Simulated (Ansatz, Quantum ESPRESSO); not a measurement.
# KTaTe3 (Pm-3m): zone-centre phonons, part 3 of 3

Wanted: the vibrations of KTaTe3 (Pm-3m) at Γ, by two programs.

Quantum ESPRESSO 8.0 development, patched; DFT LDA, scalar-relativistic, plane waves, PseudoDojo norm-conserving pseudopotentials.

So far, highest optical zone-centre mode (no LO-TO term) (cm⁻¹): step 6 (modes with the sum rule) 186; step 7 (without ASR) 186.

The structure was built from a prototype and need not be the compound's stable phase.

**9. A second program**

The same cell goes through another code at the same cutoff. The files are of one family, but Ansatz's library holds files of its own making for some heavy elements, so those for Te may differ. Its k mesh is centred on Γ.

This step: DFT LDA, scalar-relativistic, plane waves, norm-conserving pseudopotentials of its library (PseudoDojo's, some remade) (Ansatz 0.2.0).

The input, input.yaml:

```yaml
crystal:
  lattice:
    - [5.39948272, 0.0, 0.0]
    - [0.0, 5.39948272, 0.0]
    - [0.0, 0.0, 5.39948272]
  atoms:
    - { symbol: K, position: [0.0, 0.0, 0.0] }
    - { symbol: Ta, position: [0.5, 0.5, 0.5] }
    - { symbol: Te, position: [0.5, 0.5, 0.0] }
    - { symbol: Te, position: [0.5, 0.0, 0.5] }
    - { symbol: Te, position: [0.0, 0.5, 0.5] }
kpoints:
  mp_grid: { grid: [6, 6, 6] }
hamiltonian:
  xc: lda
  pseudopotentials: { kind: nc, accuracy: standard }
scf:
  occupations: { method: cold, width: 0.27211 }
output:
  eigenvalues: true
basis:
  ecutwfc: 1115.667
phonons:
  method: dfpt
```

The run is started by

```
ansatz run input.yaml --threads 4 --pin off --max-ram 16384MiB --backend cpu --events-out ev --progress --plain --runs-dir out
```

Output:

```text
Warning: basis.ecutwfc = 1115.667 eV is below the records' recommended 1120 eV, and the density's cutoff is lower with it unless basis.ecutrho_ratio is high enough to keep the records' density cutoff: compare with a run at a higher cutoff
zone centre: on kpoints.mp_grid the ground state, and the responses unless they are solved on pairs of k-points, stand on 64 of the mesh's 216 k-points, reduced under 8 symmetry operations, with k and −k counted as one. Each operation leaves every solved displacement unchanged or reverses it
Engine: ansatz 0.2.0, aarch64-unknown-linux-gnu
Pseudopotentials: kind: nc
Pseudopotential: K, nc, valence charge 9, recommended cutoff 979.609905 eV (normal), K.nc.azcp (PseudoDojo's, or run here from an input of PseudoDojo's; its table is named by hamiltonian.pseudopotentials.accuracy)
Pseudopotential: Ta, nc, valence charge 13, recommended cutoff 789.130201 eV (normal), Ta.nc.azcp (PseudoDojo's, or run here from an input of PseudoDojo's; its table is named by hamiltonian.pseudopotentials.accuracy)
Pseudopotential: Te, nc, valence charge 16, recommended cutoff 1120 eV (normal), Te.nc.azcp (PseudoDojo's, or run here from an input of PseudoDojo's; its table is named by hamiltonian.pseudopotentials.accuracy)
Functional definition: SPW92
  exchange = slater_x
  correlation = pw_c
Crystal: 5 atoms, lattice volume = 157.419 Å³
Basis set: ecut = 1115.667 eV, 13301 PW (Γ), exchange–correlation on 120×120×120 points (8 copies of the dense FFT grid, shifted against one another)
Bands: 42, of which v1, the nominal top of the filled ones, is band 35 counted from 1 (34 counted from 0)
Symmetry: 48 space group operations
k-points: 64 of 216 (irreducible under 8 space group operations)
Non-local potential: K, projectors of the file, l = 0: 2, l = 1: 2, l = 2: 2
Non-local potential: Ta, projectors of the file, l = 0: 2, l = 1: 2, l = 2: 2, l = 3: 2
Non-local potential: Te, projectors of the file, l = 0: 3, l = 1: 2, l = 2: 2, l = 3: 2
Initial density: superposition of atomic densities (chi_scale 0.1, normalization cell, long waves kept (reshape's long-wave potential 0.00 eV rms))
Initial wavefunctions: pseudopotential atomic-orbital guess
Functional: x = slater, c = lda
SCF iter   1: F=—  HF=-11125.585985 eV  |F-HF|=—  |Δ(HF+E_count)|=         —  Δρ=3.39e-2  dr2=3.70e0  ethr=3.10e-3  ⟨swp⟩=11.2  Hψ=12611  notcnv=0
preconditioner: auto → Kerker (q_TF=auto, 2.384 Å⁻¹)  [metal: Δε(μ)=0.034 eV  Ē_g=6.942 eV  σ=0.272 eV  W_gap=0.08  n_scr=32 (ndim 8)  ℏωp=14.5 eV  f_vac=0.004  D(μ)=5.81/eV (n_scr^D=32)]
SCF iter   2: F=—  HF=-11124.856145 eV  |F-HF|=—  |Δ(HF+E_count)|=   7.30e-1  S|Δr|=    0.00e0  Δρ=1.72e-2  dr2=6.47e-1  ethr=3.10e-3  ⟨swp⟩=3.1  Hψ=4138  notcnv=0
SCF iter   3: F=—  HF=-11124.676233 eV  |F-HF|=—  |Δ(HF+E_count)|=   1.80e-1  S|Δr|=    0.00e0  Δρ=8.85e-3  dr2=2.13e-1  ethr=9.24e-4  ⟨swp⟩=2.0  Hψ=3306  notcnv=0
SCF iter   4: F=—  HF=-11124.585821 eV  |F-HF|=—  |Δ(HF+E_count)|=   9.04e-2  S|Δr|=    0.00e0  Δρ=2.51e-3  dr2=2.36e-2  ethr=3.04e-4  ⟨swp⟩=2.8  Hψ=4193  notcnv=0
SCF iter   5: F=—  HF=-11124.578044 eV  |F-HF|=—  |Δ(HF+E_count)|=   7.78e-3  S|Δr|=    0.00e0  Δρ=1.03e-3  dr2=3.68e-3  ethr=3.37e-5  ⟨swp⟩=2.0  Hψ=3892  notcnv=0
SCF iter   6: F=—  HF=-11124.576966 eV  |F-HF|=—  |Δ(HF+E_count)|=   1.08e-3  S|Δr|=    0.00e0  Δρ=3.16e-4  dr2=4.49e-4  ethr=5.25e-6  ⟨swp⟩=2.0  Hψ=4929  notcnv=0
SCF iter   7: F=—  HF=-11124.576920 eV  |F-HF|=—  |Δ(HF+E_count)|=   4.54e-5  S|Δr|=    0.00e0  Δρ=1.13e-4  dr2=4.48e-5  ethr=6.41e-7  ⟨swp⟩=2.0  Hψ=2831  notcnv=0
SCF iter   8: F=—  HF=-11124.576909 eV  |F-HF|=—  |Δ(HF+E_count)|=   1.13e-5  S|Δr|=    0.00e0  Δρ=2.43e-5  dr2=2.06e-6  ethr=6.40e-8  ⟨swp⟩=2.1  Hψ=3382  notcnv=0
SCF iter   9: F=—  HF=-11124.576682 eV  |F-HF|=—  |Δ(HF+E_count)|=   2.27e-4  S|Δr|=    0.00e0  Δρ=8.37e-6  dr2=3.32e-7  ethr=2.94e-9  ⟨swp⟩=2.1  Hψ=3681  notcnv=0
SCF iter  10: F=—  HF=-11124.576682 eV  |F-HF|=—  |Δ(HF+E_count)|=   4.51e-9  S|Δr|=    0.00e0  Δρ=3.01e-6  dr2=1.11e-8  ethr=4.75e-10  ⟨swp⟩=2.0  Hψ=3948  notcnv=0
SCF iter  11: F=—  HF=-11124.576682 eV  |F-HF|=—  |Δ(HF+E_count)|=   2.77e-9  S|Δr|=    0.00e0  Δρ=1.00e-6  dr2=2.62e-9  ethr=1.59e-11  ⟨swp⟩=2.0  Hψ=4959  notcnv=0
SCF iter  12: F=—  HF=-11124.576682 eV  |F-HF|=—  |Δ(HF+E_count)|=  1.27e-10  S|Δr|=    0.00e0  Δρ=1.97e-7  dr2=8.51e-11  ethr=3.75e-12  ⟨swp⟩=2.2  Hψ=3224  notcnv=0
SCF iter  13: F=-11124.576682 eV  HF=-11124.576682 eV  |F-HF|=9.09e-12  |Δ(HF+E_count)|=  3.09e-11  S|Δr|=    0.00e0  Δρ=3.78e-8  dr2=1.95e-12  ethr=1.00e-12  ⟨swp⟩=13.6  Hψ=18141  notcnv=0
SCF 1 converged in 13 iterations: F = -11124.576682 eV  dr2 = 1.95e-12
DFPT response loops at Γ: preconditioner auto → Kerker (q_TF=auto, 2.384 Å⁻¹) (partly filled bands, converged f_vac=0.032); β = 1.00, the filter's whole step (`scf.mixing.beta` (0.50) is not read by the response loops under this deck's `scf.mixing.preconditioner`; to damp them name `kerker` or `kerker_dos`, under which they read `scf.mixing.beta`, and type it under 1.00, their step now; both keys bind the ground state too); Broyden in place of MSR1
SCF converged after 13 iterations
Stability not checked: this state was not tested for a lower state beside it, because cold or Methfessel-Paxton smearing, or corrected tetrahedra, fill the levels in a way that the test cannot read (fill_not_monotonic; see scf.lower_state_search)
Free energy (F): -11124.576682 eV
Harris-Foulkes:  -11124.576682 eV  (|F-HF|=9.09e-12)
Internal energy: -11124.545175 eV  (E = F + TS)
E sigma→0 (E₀):  -11124.566180 eV
Entropy (-TS):   -0.031506 eV (-6.301 meV/atom)
Fermi energy:    8.777739 eV
Step filling:    the computed levels leave a gap of 0.0000 eV = 0.0 smearing widths at the electron count; against every level under it full and every level over it empty, smearing changes F+E_penalty+E_count by -6.388 meV and its σ→0 estimate by +4.114 meV
--- Per-component energies (eV) ---
  E_band       = -1101.790785
  E_kinetic    = 5377.862076
  E_local      = -8735.646938  (includes V_loc(G=0)·N_el)
  E_nonlocal   = -2114.674217
  E_hartree    = 3018.174193
  E_xc         = -2544.761584
  E_vxc        = -1665.680074  (∫ρ·V_xc dr)
  E_ewald      = -6125.498706
  E_smearing   = -0.031506  (= −TS)
  E_closure    = -0.000000  (closes the sum)
  Σ components = -11124.576682   (vs F -11124.576682, Δ=0.00e0)
--- Band table (eV; the first three rows and the last of 64) ---
  k-point 0: bands = [... 31 lower, 7.5725, 7.7160, 7.7160, 7.7160, 8.4815, 8.4815, 8.4815, 9.7422, ... 3 higher]
  k-point 1: bands = [... 31 lower, 7.3768, 7.4886, 7.7275, 8.0891, 8.0891, 8.9808, 8.9808, 9.7763, ... 3 higher]
  k-point 2: bands = [... 31 lower, 6.5058, 7.0521, 7.7507, 8.1172, 8.1172, 9.8165, 9.8205, 9.8205, ... 3 higher]
  k-point 63: bands = [... 31 lower, 4.5218, 9.2029, 9.2029, 9.2029, 10.0436, 10.0436, 10.0436, 10.8031, ... 3 higher]
--- Phonons (Γ-DFPT): 4 representative perturbations + reference, on 64 of 216 k-points (Σ response iterations 15) ---
  k mesh reduced under 8 symmetry operations, with k and −k counted as one. Each operation leaves every solved displacement unchanged or reverses it
  ASR residual: 8.452e-5 → 0.000e0 eV/Å²; symmetrization residual: 3.200e-5 eV/Å²
  ASR residual per site (eV/Å²): 1.36e-5 3.33e-5 8.45e-5 8.45e-5 8.45e-5
  Γ frequencies (cm⁻¹): -7.82 -7.82 -7.82 0.00 0.00 0.00 28.66 28.66 28.66 56.95 56.95 56.95 185.07 185.07 185.07
  non-analytic LO–TO correction: not included (Born effective charges unavailable; polar crystals: no LO–TO splitting at Γ)
```

The job ended after 4.8 min (4 threads of Arm Neoverse V1, shared host; peak memory 5.5 GiB; 19 min of CPU time).

Numbers from this step:

```
sum-rule residual before enforcement             : 8.45e-5 eV/Å²
highest optical zone-centre mode (no LO-TO term) : 185.1 cm⁻¹
lowest optical zone-centre mode                  : -7.82 cm⁻¹
```

**10. The two compared: QE PseudoDojo and Ansatz, library NC**

Worked out from the results:

| Item | Value |
| --- | --- |
| root-mean-square difference | 0.82 cm⁻¹ |
| largest difference | 1.42 cm⁻¹ |

The 12 of 12 modes that differ most. Frequencies side by side:

| q (reciprocal lattice) | mode | QE PseudoDojo (cm⁻¹) | Ansatz, library NC (cm⁻¹) |
| --- | --- | --- | --- |
| 0 0 0 | 1 | -8.43 | -7.82 |
| 0 0 0 | 2 | -8.43 | -7.82 |
| 0 0 0 | 3 | -8.43 | -7.82 |
| 0 0 0 | 7 | 28.1 | 28.66 |
| 0 0 0 | 8 | 28.1 | 28.66 |
| 0 0 0 | 9 | 28.1 | 28.66 |
| 0 0 0 | 10 | 56.95 | 56.95 |
| 0 0 0 | 11 | 56.95 | 56.95 |
| 0 0 0 | 12 | 56.95 | 56.95 |
| 0 0 0 | 13 | 186.5 | 185.1 |
| 0 0 0 | 14 | 186.5 | 185.1 |
| 0 0 0 | 15 | 186.5 | 185.1 |

At the zone centre the largest difference (acoustic modes at Γ apart) is 0.8 % of the highest mode.

**11. Results**

| Property | Result |
| --- | --- |
| space group after relaxation | Pm-3m |
| volume per atom | 31.5 Å³ |
| highest optical zone-centre mode (no LO-TO term) | 186.5 cm⁻¹ |
| lowest optical zone-centre mode | -8.43 cm⁻¹ |
| imaginary optical modes at the zone centre (no q mesh in this session) | slight, 8.4i cm⁻¹ at most |
| largest difference from Ansatz, library NC | 1.42 cm⁻¹ |

In words: At the LDA level the optical modes of KTaTe3 (Pm-3m) at the zone centre run from 8i to 186 cm⁻¹. The lowest optical mode, -8.4 cm⁻¹, is so soft that its value and sign are not settled by this run. Of the 12 optical modes, 9 are infrared active alone and 3 are silent. QE PseudoDojo and Ansatz, library NC differ by 0.8 cm⁻¹ in the root mean square and by 1.4 cm⁻¹ at most, 0.8 % of the highest mode compared (acoustic modes at Γ left out); the two use different potentials, and the cell was not relaxed for the second set. These are harmonic frequencies at zero temperature: anharmonic shifts and linewidths and thermal expansion are left out. Spin-orbit coupling is left out, which can matter for the heavy elements here. In a metal the frequencies hang on the k mesh and the smearing, most of all near Kohn anomalies. The total energies of the two programs lie far apart, so at least one potential file in Ansatz's library differs from the published one read by the first program. The build is a development version in which the Raman tensors of release 7.5 are mended; dynmat.x leaves out the electro-optic term of LO lines. The structure is a hypothetical one, built on a prototype.

[Host names and launcher messages were left out of these logs when they were recorded.]

[Logs are printed without paths, hosts, clocks, repeated set-up lines and the standing remarks that a program may print on its own settings, such as how far it seeks lower states.]

[Hosts, paths, dates, database ids (printed as entryN), source tags and the programs' standing remarks are cut or masked in the printed files.]
